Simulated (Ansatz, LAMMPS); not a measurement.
# Localised basis functions on amorphous carbon (111 atoms), part 2 of 2

Aim: test how closely localised support functions follow the reference on amorphous carbon (111 atoms), and at what cost. A setting counts as converged where the r.m.s. difference of forces stays under 1 % of the r.m.s. force.

Ansatz 0.2.0; Kohn-Sham DFT, PBE, PAW (set soft_2), plane waves.

The cell: 111 C. The quench rate of 100 K/ps far exceeds what a furnace or splat quench reaches. The network of bonds at the start is that of the classical potential that made the cell.

So far. Step 4 (Support functions low): Forces differ from the reference by 1.1 meV/Å r.m.s., 0.077 % of their size, well within a tolerance of 1 %; the energy by -3.7 meV/atom. It took 2.4 min and 13 cycles; the reference's time can't be set against it, since the two runs asked for unlike analyses.

## (5) Support functions medium

The level medium is asked for. Here it resolves to the same grid and radius as in the run with support functions low, so the basis is not new.

This step: Kohn-Sham DFT, PBE, PAW (set soft_2), localised support functions (medium) (Ansatz 0.2.0).

File input.yaml:

```yaml
crystal:
  lattice:
    - [8.8666, 0.0, 0.0]
    - [0.0, 8.8666, 0.0]
    - [0.0, 0.0, 8.8666]
  atoms:
    [... the 111 atom lines of step 3 ...]
kpoints:
  mp_grid: { grid: [2, 2, 2] }
hamiltonian:
  xc: pbe
scf:
  occupations: { method: gaussian, width: 0.025 }
  eigensolver: { kind: { support_functions: { accuracy: medium } } }
  max_iter: 150
output:
  forces: true
  eigenvalues: true
```

The run is started by

```bash
> ansatz run input.yaml --threads 4 --pin off --max-ram 8192MiB --backend cpu --events-out ev --progress --plain --runs-dir out
```

Numbers of over 12 decimals in the logs are rounded to 6 here.

What it wrote:

```text
[...]
Crystal: 111 atoms, lattice volume = 697.062 Å³
Basis set: ecut = 420 eV, 13613 PW (Γ), exchange–correlation on 128×128×128 points (8 copies of the dense FFT grid, shifted against one another)
Bands: 267, of which v1, the nominal top of the filled ones, is band 222 counted from 1 (221 counted from 0)
Symmetry: 1 space group operations
k-points: 8
[...]
Eigensolver: Support functions (medium, 48×48×48 points, laid for a spacing of at most 0.228497 Å, radius 3.037015 Å, 1 species' potentials softened for the grid, 1 wholly corrected for its errors in the mean over positions, 1 with the egg-box correction, energy correction by stochastic trace)
[...]
SCF iter   1: F=—  HF=-27748.149044 eV  |F-HF|=—  |Δ(HF+E_count)|=         —  Δρ=1.23e-1  dr2=9.43e1  ethr=1.00e-1
[...]
SCF iter  13: F=—  HF=-27745.003632 eV  |F-HF|=—  |Δ(HF+E_count)|=   1.02e-3  Δρ=2.41e-5  dr2=5.66e-6  ethr=5.12e-9  κ⁻¹=2.4e-4(r=7)
SCF iter  14: F=-27745.004505 eV  HF=-27745.004506 eV  |F-HF|=8.03e-7  |Δ(HF+E_count)|=   8.74e-4  Δρ=1.17e-5  dr2=1.61e-6  ethr=1.28e-9
SCF 1 converged in 14 iterations: F = -27745.020626 eV  dr2 = 1.61e-6
[...]
SCF converged after 14 iterations
[...]
Free energy (F): -27745.020626 eV
[...]
Internal energy: -27745.017798 eV  (E = F + TS)
E sigma→0 (E₀):  -27745.019212 eV
Entropy (-TS):   -0.002829 eV (-0.025 meV/atom)
Fermi energy:    12.304453 eV
[...]
Σ components = -27745.020626   (vs F -27745.020626, Δ=0.00e0)
--- Forces (eV/Å), atoms counted from 1 ---
  atom   1  C     -1.45123326    -0.41931191     0.48440653
  atom   2  C      0.06774589    -0.54478960     1.12507015
  atom   3  C      0.08700682     1.08128529    -1.19550677
  atom   4  C     -1.17540967    -1.23788144     1.57339131
[...]
atom 111  C      1.53147167     1.59626697    -0.75514828
  max |Σ_I F_I| component: 1.06e-3 eV/Å
--- Band table (eV; the first three rows and the last of 8) ---
[...]
```

Run time: 2.5 min. Hardware: 4 threads of Arm Neoverse V1, shared host; peak memory 2.7 GiB; 8.6 min of CPU time.

Keys that differ from the reference: support_functions.accuracy = "medium" and scf.max_iter = 150.

Forces differ from the reference by 1.1 meV/Å r.m.s., 0.076 % of their size, well within a tolerance of 1 %; the energy by -3.7 meV/atom. It took 2.5 min and 14 cycles; the reference's time can't be set against it, since the two runs asked for unlike analyses.

## (6) Support functions medium, radius 2.43 Å

The radius confines each support function; a larger one gives more freedom and more work per atom.

input.yaml, the sections that differ from step 5:

```yaml
scf:
  occupations: { method: gaussian, width: 0.025 }
  eigensolver: { kind: { support_functions: { accuracy: medium, radius: 2.43 } } }
  max_iter: 150
# crystal, kpoints, hamiltonian, output: as in step 5
```

What it wrote:

```text
Warning: scf.eigensolver.kind.support_functions: disabling space-group detection — the functions' gradient is summed over unrotated k-points, so no spatial operation reduces the k-mesh or symmetrises the density; time reversal is kept, so that k and −k are solved as one point where they differ and the mesh holds both, and exact exchange and, on two spinor components, a DFT+U term hold to it where the run has them: [...]
settings of this run that can trade accuracy for cost: scf.eigensolver.kind.support_functions [...]
Engine: ansatz 0.2.0, aarch64-unknown-linux-gnu
Pseudopotentials: kind: paw
Pseudopotential: C, paw, valence charge 4, recommended cutoff 420 eV (normal), C.paw.azcp
[... 5 lines on functional and potentials left out ...]
Error: SCF: the radius of support functions is under 2.89 Å, the least for these sites at the functions' level (scf.eigensolver.kind.support_functions.accuracy). Use scf.eigensolver.kind: auto, or type scf.eigensolver.kind.support_functions.radius at least as long, [...]
```

Elapsed: 0.7 s, on 4 threads; peak memory 0.17 GiB.

The program refuses radii under 2.89 Å for these atoms at this level.

## (7) Support functions medium, radius 2.67 Å

The radius confines each support function; a larger one gives more freedom and more work per atom.

input.yaml, the sections that differ from step 6:

```yaml
scf:
  occupations: { method: gaussian, width: 0.025 }
  eigensolver: { kind: { support_functions: { accuracy: medium, radius: 2.67 } } }
  max_iter: 150
# crystal, kpoints, hamiltonian, output: as in step 6
```

What it wrote:

```text
Warning: scf.eigensolver.kind.support_functions: disabling space-group detection — the functions' gradient is summed over unrotated k-points, so no spatial operation reduces the k-mesh or symmetrises the density; time reversal is kept, so that k and −k are solved as one point where they differ and the mesh holds both, and exact exchange and, on two spinor components, a DFT+U term hold to it where the run has them: [...]
settings of this run that can trade accuracy for cost: scf.eigensolver.kind.support_functions [...]
Engine: ansatz 0.2.0, aarch64-unknown-linux-gnu
Pseudopotentials: kind: paw
Pseudopotential: C, paw, valence charge 4, recommended cutoff 420 eV (normal), C.paw.azcp
[... 5 lines on functional and potentials left out ...]
Error: SCF: the radius of support functions is under 2.89 Å, the least for these sites at the functions' level (scf.eigensolver.kind.support_functions.accuracy). Use scf.eigensolver.kind: auto, or type scf.eigensolver.kind.support_functions.radius at least as long, [...]
```

Elapsed: 0.7 s, on 4 threads; peak memory 0.17 GiB.

The program refuses radii under 2.89 Å for these atoms at this level.

## (8) Another setting: scf.convergence.dr2_threshold = 1e-08

Changed here: scf.convergence.dr2_threshold = 1e-08.

This step: Kohn-Sham DFT, PBE, PAW (set soft_2), plane waves (Ansatz 0.2.0).

input.yaml, the sections that differ from step 7:

```yaml
scf:
  occupations: { method: gaussian, width: 0.025 }
  convergence: { dr2_threshold: 1.0e-08 }
output:
  forces: true
  stress: true
  populations: true
  dos:
    method: { smearing: { sigma: 0.08 } }
    de: 0.1
    projected: { site_lists: { C: [C] } }
  eigenvalues: true
# crystal, kpoints, hamiltonian: as in step 7
```

What it wrote:

```text
[...]
Crystal: 111 atoms, lattice volume = 697.062 Å³
Basis set: ecut = 420 eV, 13613 PW (Γ), exchange–correlation on 120×120×120 points (8 copies of the dense FFT grid, shifted against one another)
Bands: 333, of which v1, the nominal top of the filled ones, is band 222 counted from 1 (221 counted from 0)
Symmetry: 1 space group operations
[...]
k-points: 8
[...]
SCF iter   1: F=—  HF=-27745.170248 eV  |F-HF|=—  |Δ(HF+E_count)|=         —  Δρ=1.72e-2  dr2=3.39e0  ethr=1.77e-3  ⟨swp⟩=6.1  Hψ=10997  notcnv=0  defer=640
[...]
SCF iter   8: F=—  HF=-27744.611357 eV  |F-HF|=—  |Δ(HF+E_count)|=   4.46e-7  Δρ=3.23e-6  dr2=9.17e-8  ethr=3.78e-10  ⟨swp⟩=2.4  Hψ=3688  notcnv=0  defer=820
SCF iter   9: F=-27744.611357 eV  HF=-27744.611357 eV  |F-HF|=5.06e-10  |Δ(HF+E_count)|=   3.49e-8  Δρ=8.27e-7  dr2=6.48e-9  ethr=2.25e-12  ⟨swp⟩=14.4  Hψ=15834  notcnv=0
SCF 1 converged in 9 iterations: F = -27744.611357 eV  dr2 = 6.48e-9
[...]
SCF converged after 9 iterations
Free energy (F): -27744.611357 eV
[...]
Internal energy: -27744.608515 eV  (E = F + TS)
E sigma→0 (E₀):  -27744.609936 eV
Entropy (-TS):   -0.002842 eV (-0.026 meV/atom)
Fermi energy:    12.305269 eV
[...]
Σ components = -27744.611357   (vs F -27744.611357, Δ=0.00e0)
--- Forces (eV/Å), atoms counted from 1 ---
  atom   1  C     -1.45263650    -0.41995251     0.48418150
  atom   2  C      0.06822158    -0.54535775     1.12532863
  atom   3  C      0.08519408     1.07988251    -1.19699503
  atom   4  C     -1.17483821    -1.23706177     1.57273361
[...]
atom 111  C      1.52938745     1.59497628    -0.75485675
  max |Σ_I F_I| component: 3.50e-5 eV/Å
--- Stress (GPa, compression-positive) ---
       18.667216       0.015116       7.614691
        0.015116      22.549848      -8.617148
        7.614691      -8.617150      14.163530
  P = ⅓ Tr σ = 18.4602 GPa (184.602 kbar)
--- Band table (eV; the first three rows and the last of 8) ---
[...]
--- Löwdin populations: 111 sites ---
  site symbol       q [e]
     0      C      3.9832
     1      C      4.0148
     2      C      3.9913
[...]
110      C      4.0214
  spilling = 0.006036 (of n_electrons = 444.000000)
```

Elapsed: 96 s, on 4 threads; peak memory 5 GiB; 6.3 min of CPU time.

Forces differ from the reference by 0.02 meV/Å r.m.s., 0.0014 % of their size, well within a tolerance of 1 %.

Runs without a result: support functions medium, radius 2.43 Å (error); support functions medium, radius 2.67 Å (error).

## (9) Cost against change

Each row is set against the plane-wave reference (Kohn-Sham DFT, PBE, PAW (set soft_2), plane waves; r.m.s. force component 1.44 eV/Å). Energies are set beside the reference only for runs with its functional, potentials and electron count. Times are for 4 threads of Arm Neoverse V1, shared host. The reference's time includes the DOS, the stress and grids, which some other runs skip.

| run | Δ force, r.m.s. (meV/Å) | share of r.m.s. force (%) | Δ energy (meV/atom) | Δ pressure (GPa) | cycles | time | host memory (GiB) |
| --- | --- | --- | --- | --- | --- | --- | --- |
| reference | - | - | - | - | 8 | 99 s | 5.0 |
| support functions low | 1.11 | 0.0769 | -3.69 | - | 13 | 2.4 min | 2.7 |
| support functions medium | 1.10 | 0.0764 | -3.69 | - | 14 | 2.5 min | 2.7 |
| scf.convergence.dr2_threshold = 1e-08 | 0.02 | 0.0014 | 0 | 0 | 9 | 96 s | 5.0 |

## (10) The reference in detail

The comparisons rest on this run, so its electronic structure is set out here.

Neighbours are counted within 1.93 Å (C-C).

Length of the force by element and coordination:

| element | coordination | atoms | mean length of the force (eV/Å) | spread | least | most |
| --- | --- | --- | --- | --- | --- | --- |
| C | all | 111 | 2.30 | 0.958 | 0.641 | 5.13 |
| C | 3 | 62 | 2.51 | 0.950 | 0.746 | 5.13 |
| C | 4 | 49 | 2.03 | 0.901 | 0.641 | 5.03 |

The mean of these charges, 0.024 e, is only the charge that the projection spills.

Löwdin charges by element and coordination (they lack the spilled electrons, 0.024 e an atom on average):

| element | coordination | atoms | mean charge (e) | spread | least | most |
| --- | --- | --- | --- | --- | --- | --- |
| C | all | 111 | 0.0241 | 0.0294 | -0.0918 | 0.126 |
| C | 3 | 62 | 0.0165 | 0.035 | -0.0918 | 0.126 |
| C | 4 | 49 | 0.0338 | 0.0155 | -0.0185 | 0.0617 |

Density of states as counts of states in windows of 1 eV (from the Fermi level), total and the larger projections:

| from (eV) | to (eV) | total | C p | C s |
| --- | --- | --- | --- | --- |
| -14 | -13 | 18.0 | 10.8 | 7.1 |
| -13 | -12 | 20.0 | 13.2 | 6.7 |
| -12 | -11 | 20.3 | 14.9 | 5.2 |
| -11 | -10 | 24.1 | 19.3 | 4.7 |
| -10 | -9 | 26.6 | 22.6 | 3.8 |
| -9 | -8 | 30.6 | 26.9 | 3.5 |
| -8 | -7 | 34.5 | 31.3 | 3.1 |
| -7 | -6 | 35.4 | 32.9 | 2.4 |
| -6 | -5 | 33.6 | 31.7 | 1.8 |
| -5 | -4 | 28.5 | 27.0 | 1.4 |
| -4 | -3 | 15.1 | 14.2 | 0.9 |
| -3 | -2 | 16.3 | 15.1 | 1.1 |
| -2 | -1 | 17.2 | 15.8 | 1.2 |
| -1 | 0 | 16.9 | 15.3 | 1.3 |
| 0 | 1 | 21.3 | 19.3 | 1.6 |
| 1 | 2 | 17.7 | 15.9 | 1.3 |
| 2 | 3 | 14.1 | 12.5 | 1.1 |
| 3 | 4 | 10.2 | 8.6 | 1.2 |
| 4 | 5 | 10.6 | 7.0 | 2.5 |

The curve was stored every 0.10 eV, coarse against its broadening of 0.08 eV, so these counts are rough.

Between -22 and -14 eV lie 108 more states.

The levels nearest the highest filled one (over half full), pooled over k-points and spins:

| level less the highest filled one (eV) | occupation |
| --- | --- |
| -0.0634 | 2 |
| -0.0596 | 2 |
| -0.0443 | 2.00 |
| -0.0325 | 1.99 |
| -0.0324 | 1.99 |
| 0 | 1.63 |
| 0.0355 | 0.263 |
| 0.046 | 0.086 |
| 0.0527 | 0.036 |
| 0.0727 | 0.001 |
| 0.0753 | 0.001 |
| 0.0798 | 0 |

Electrostatic potential energy in the ac plane at fractional y = 0.340, with atoms of C within 0.2 Å of it. With pseudopotentials it is smooth inside the atoms' cores, unlike the true potential.

Values in eV, 13 rows by 16 columns, each cell a mean:
```
  4 -20  -8   9  11   6  -5 -10   7  12   6 -25 -15  11  13  10
 14  12   9   8  11  12   5  -9 -15   5  10   5   7  13  15  14
 15  15  12  -8 -26   3  11  -5 -25   2  12  11   9  11  14  15
 15  15  11 -16 -39  -1   9 -13 -14   9  13   9  -1   3  12  15
 14  14  12   8   7  11   6 -32 -32   6  14  12   7   6  11  13
 11  12   7 -14  -7  11  12   7   6  11  14  14  14  12   9   7
  0  12   1 -42 -30   1   7  11  11   3  -6   8  13  10 -15 -37
 -8  -4   9   4  -6 -44 -25   8   9 -20 -48  -6   5   5  -6 -22
-36 -45   1  12   7 -17  -6  11  12   6  -3   8   5   6  11   7
 -1  -5   7  11  13  12  11  11   6   5  12  10   1  -4  10  12
 13  12  11  11  12  11  10   5 -33 -40  -1  -8 -11 -12   9  14
 10   4   5   4   1 -24 -10   6 -11 -15   2 -15  -1  10  13  13
 -4 -44 -25   6  -4 -45 -24   7  11  12   8  -7  -1  12  13  10
```
Columns run along a (8.9 Å; values clipped at the 3rd and 97th percentile), rows up along c (8.9 Å). Atoms in or near the plane, at fractional coordinates: C at (0.64, 0.41), C at (0.49, 0.66), C at (0.23, 0.50), C at (0.06, 0.34), C at (0.35, 0.39), C at (0.26, 0.75), C at (0.35, 0.05), C at (0.10, 0.01), C at (0.56, 0.16).

Valence density in the ac plane at fractional y = 0.340, with atoms of C within 0.2 Å of it. It is the smooth field of the valence electrons, not physical close to the nuclei.

Ten even steps from '_' (0.0 e/Å³) to '@' (1.9 e/Å³), each cell a mean:
```
==**%%##==....::==**##++--..____::**@@##--..__..::
::::====--........--++##**--....::**@@##::..____..
____..::::::........==##%%++::....--==--..________
______..::----::....::**%%##==............________
______..::++**++::....==####==..____......________
________::**%%##==....--****--..__..::==--::______
________..++%%##==::::++##**--____..--****--..____
________..--==--::..--##@@##--____..--****--..____
________..::::..__..::**@@##--______..::--::..____
..______::----..____..--++--..__________..........
..____..==%%##==..____......______________..::----
--..__::++@@@@**--....____....::::..______..==##**
++::..::==##@@%%**==::......--++**--......::**@@%%
**==--::::==**%%@@##++::..::++%%%%**--::::--++##%%
%%%%**--::..--**@@@@**::..::==##%%**==--------==++
##@@%%++::....==####==..__..::--==--::----::....--
++%%%%++::......----..______..........::--::..__::
::====--::..____....____..::::::......--==--..__..
__..........__________..--++**==::::==**##++::..__
________......__......::++@@@@##++++##@@##==::..__
____......::::::--------++%%%%##****####==::..____
..::--------==**%%##==::::====----++++==..________
--++####++--==##@@@@**::........::==++--..______..
++%%@@%%++::::==##@@##==..______::==**==..____..::
```
Columns run along a (8.9 Å), rows up along c (8.9 Å). Atoms in or near the plane, at fractional coordinates: C at (0.64, 0.41), C at (0.49, 0.66), C at (0.23, 0.50), C at (0.06, 0.34), C at (0.35, 0.39), C at (0.26, 0.75), C at (0.35, 0.05), C at (0.10, 0.01), C at (0.56, 0.16).

Löwdin charges run from -0.09 to +0.13 e, about a mean that is the spilled charge alone. Within 0.4 eV of the Fermi level the largest share is C p (92 % of the projected weight).

## (11) Local order

These statistics describe the geometry on which the runs were made.

Density 3.18 g/cm³, 6.280 Å³ an atom.

Pair distribution function in bins of 0.1 Å:

| r (Å) | total |
| --- | --- |
| 1.25 | 0.00 |
| 1.35 | 0.52 |
| 1.45 | 4.39 |
| 1.55 | 2.19 |
| 1.65 | 0.57 |
| 1.75 | 0.03 |
| 1.85 | 0.00 |
| 1.95 | 0.00 |
| 2.05 | 0.00 |
| 2.15 | 0.27 |
| 2.25 | 0.50 |
| 2.35 | 1.41 |
| 2.45 | 2.38 |
| 2.55 | 2.43 |
| 2.65 | 1.19 |
| 2.75 | 0.93 |
| 2.85 | 1.02 |
| 2.95 | 1.10 |
| 3.05 | 1.07 |
| 3.15 | 0.84 |
| 3.25 | 0.89 |
| 3.35 | 0.79 |
| 3.45 | 0.82 |
| 3.55 | 0.83 |
| 3.65 | 0.99 |
| 3.75 | 1.16 |
| 3.85 | 1.17 |
| 3.95 | 0.76 |
| 4.05 | 0.81 |
| 4.15 | 0.88 |
| 4.25 | 0.94 |
| 4.35 | 1.06 |

Bonds by pair of elements; cutoffs follow the first minimum of g(r), held within bounds set by covalent radii, and pairs that aren't listed don't count as bonded:

| pair A-B | cutoff (Å) | bonds | mean length (Å) | spread (Å) | shortest (Å) | B about A | A about B |
| --- | --- | --- | --- | --- | --- | --- | --- |
| C-C | 1.93 | 191 | 1.50 | 0.068 | 1.36 | 3.44 | 3.44 |

How many atoms have how many bonded neighbours:

| element | mean | 3 | 4 |
| --- | --- | --- | --- |
| C | 3.44 | 62 | 49 |

Rings of the network by King's shortest-path rule, up to 12 atoms, one path for each pair of neighbours; H, halogens, alkali and alkaline-earth atoms are left out, and the last column divides by all other atoms, bonded or not:

| ring size (atoms) | rings | per network atom |
| --- | --- | --- |
| 5 | 7 | 0.063 |
| 6 | 32 | 0.288 |
| 7 | 45 | 0.405 |
| 8 | 31 | 0.279 |
| 9 | 17 | 0.153 |

By these cutoffs 56 % of C atoms have 3 bonded neighbours. Read as hybridisation, 44 % of the carbon is sp3 and 56 % sp2. Rings of 7 atoms are the most common (34 % of those counted); sizes run from 5 to 9.

Local excerpt of 13 atoms (numbers count through the whole input) about C60, which bears the longest force; x, y, z are measured from there.

| atom | x | y | z | distance (Å) | bonds | Löwdin charge (e) | Fx | Fy | Fz (eV/Å) |
| --- | --- | --- | --- | --- | --- | --- | --- | --- | --- |
| C60 | 0.00 | 0.00 | 0.00 | 0.00 | 3 | 0.06 | 0.76 | 3.66 | -3.52 |
| C83 | -0.19 | -1.04 | 0.85 | 1.36 | 4 | 0.04 | 3.52 | -3.26 | 0.31 |
| C101 | 0.37 | -0.30 | -1.32 | 1.40 | 3 | 0.02 | -0.93 | -1.07 | 0.76 |
| C21 | 0.01 | 1.40 | 0.46 | 1.47 | 4 | 0.03 | -0.95 | 0.86 | 0.91 |
| C72 | -1.55 | -1.27 | 0.87 | 2.19 | 3 | 0.01 | -3.85 | 0.05 | 2.24 |
| C45 | 0.44 | -2.27 | 0.17 | 2.32 | 3 | 0.06 | -2.22 | -1.58 | -1.91 |
| C35 | 1.50 | 0.34 | -1.83 | 2.39 | 3 | 0.00 | 0.84 | 1.20 | 2.10 |
| C57 | 0.66 | -0.96 | 2.14 | 2.44 | 4 | 0.04 | -1.03 | -1.59 | 0.35 |
| C47 | -1.23 | 2.12 | -0.11 | 2.45 | 3 | -0.03 | -2.08 | -1.32 | -1.19 |
| C30 | 1.43 | 1.99 | 0.23 | 2.46 | 4 | 0.03 | 1.47 | 1.35 | -0.06 |
| C54 | -0.15 | 1.48 | 1.97 | 2.47 | 3 | 0.01 | -0.57 | -0.74 | 1.03 |
| C5 | -0.12 | -1.47 | -1.99 | 2.48 | 3 | 0.07 | -1.26 | 0.46 | -0.49 |
| C103 | 2.37 | 0.85 | 0.49 | 2.57 | 3 | -0.01 | -0.82 | 0.97 | 0.02 |

The column of bonds counts only the pairs C-C within 1.93 Å; other neighbours, such as metal atoms beside each other in a compound, aren't counted, and periodic images can show an atom twice.

## (12) Outcome

```yaml
free_energy_per_atom: -249.9515 eV/atom
pressure: 18.46 GPa
r_m_s_force_component: 1.437 eV/Å
wall_time_of_the_4_dft_runs: 8.1 min
```

What this shows: Against plane waves at 420 eV, the forces differ by 1.1 meV/Å (0.076 %) with support functions medium. At 111 atoms the fastest of the runs at a preset level, support functions low, takes roughly 1.4 times the time of plane waves (whose run also made extra analyses, so the like-for-like ratio is larger), in 13 SCF cycles against 8. Differences between support functions and plane waves include what basis error the plane-wave run still has.

3 levels are partly filled, by over 2 % (on the run's k-points): no clear gap opens at this level. Levels of broken or missing bonds inside a gap of the host would look the same. By these cutoffs 56 % of C atoms have 3 bonded neighbours. Read as hybridisation, 44 % of the carbon is sp3 and 56 % sp2.

What to keep in mind: The force components of 1.4 eV/Å r.m.s. hold both thermal displacement and the mismatch between the potential that made the cell and DFT. The stress is far from hydrostatic: its diagonal is 18.7, 22.5, 14.2 GPa, compression counted positive. The pressure of 18 GPa is that of one thermal frame, in which the classical model's bond lengths enter as well as the volume, without the kinetic term.

[Logs are printed without paths, hosts, clocks, repeated set-up lines and the standing remarks that a program may print on its own settings, such as how far it seeks lower states.]

[Hosts, paths, dates, database ids (printed as entryN), source tags and the programs' standing remarks are cut or masked in the printed files.]
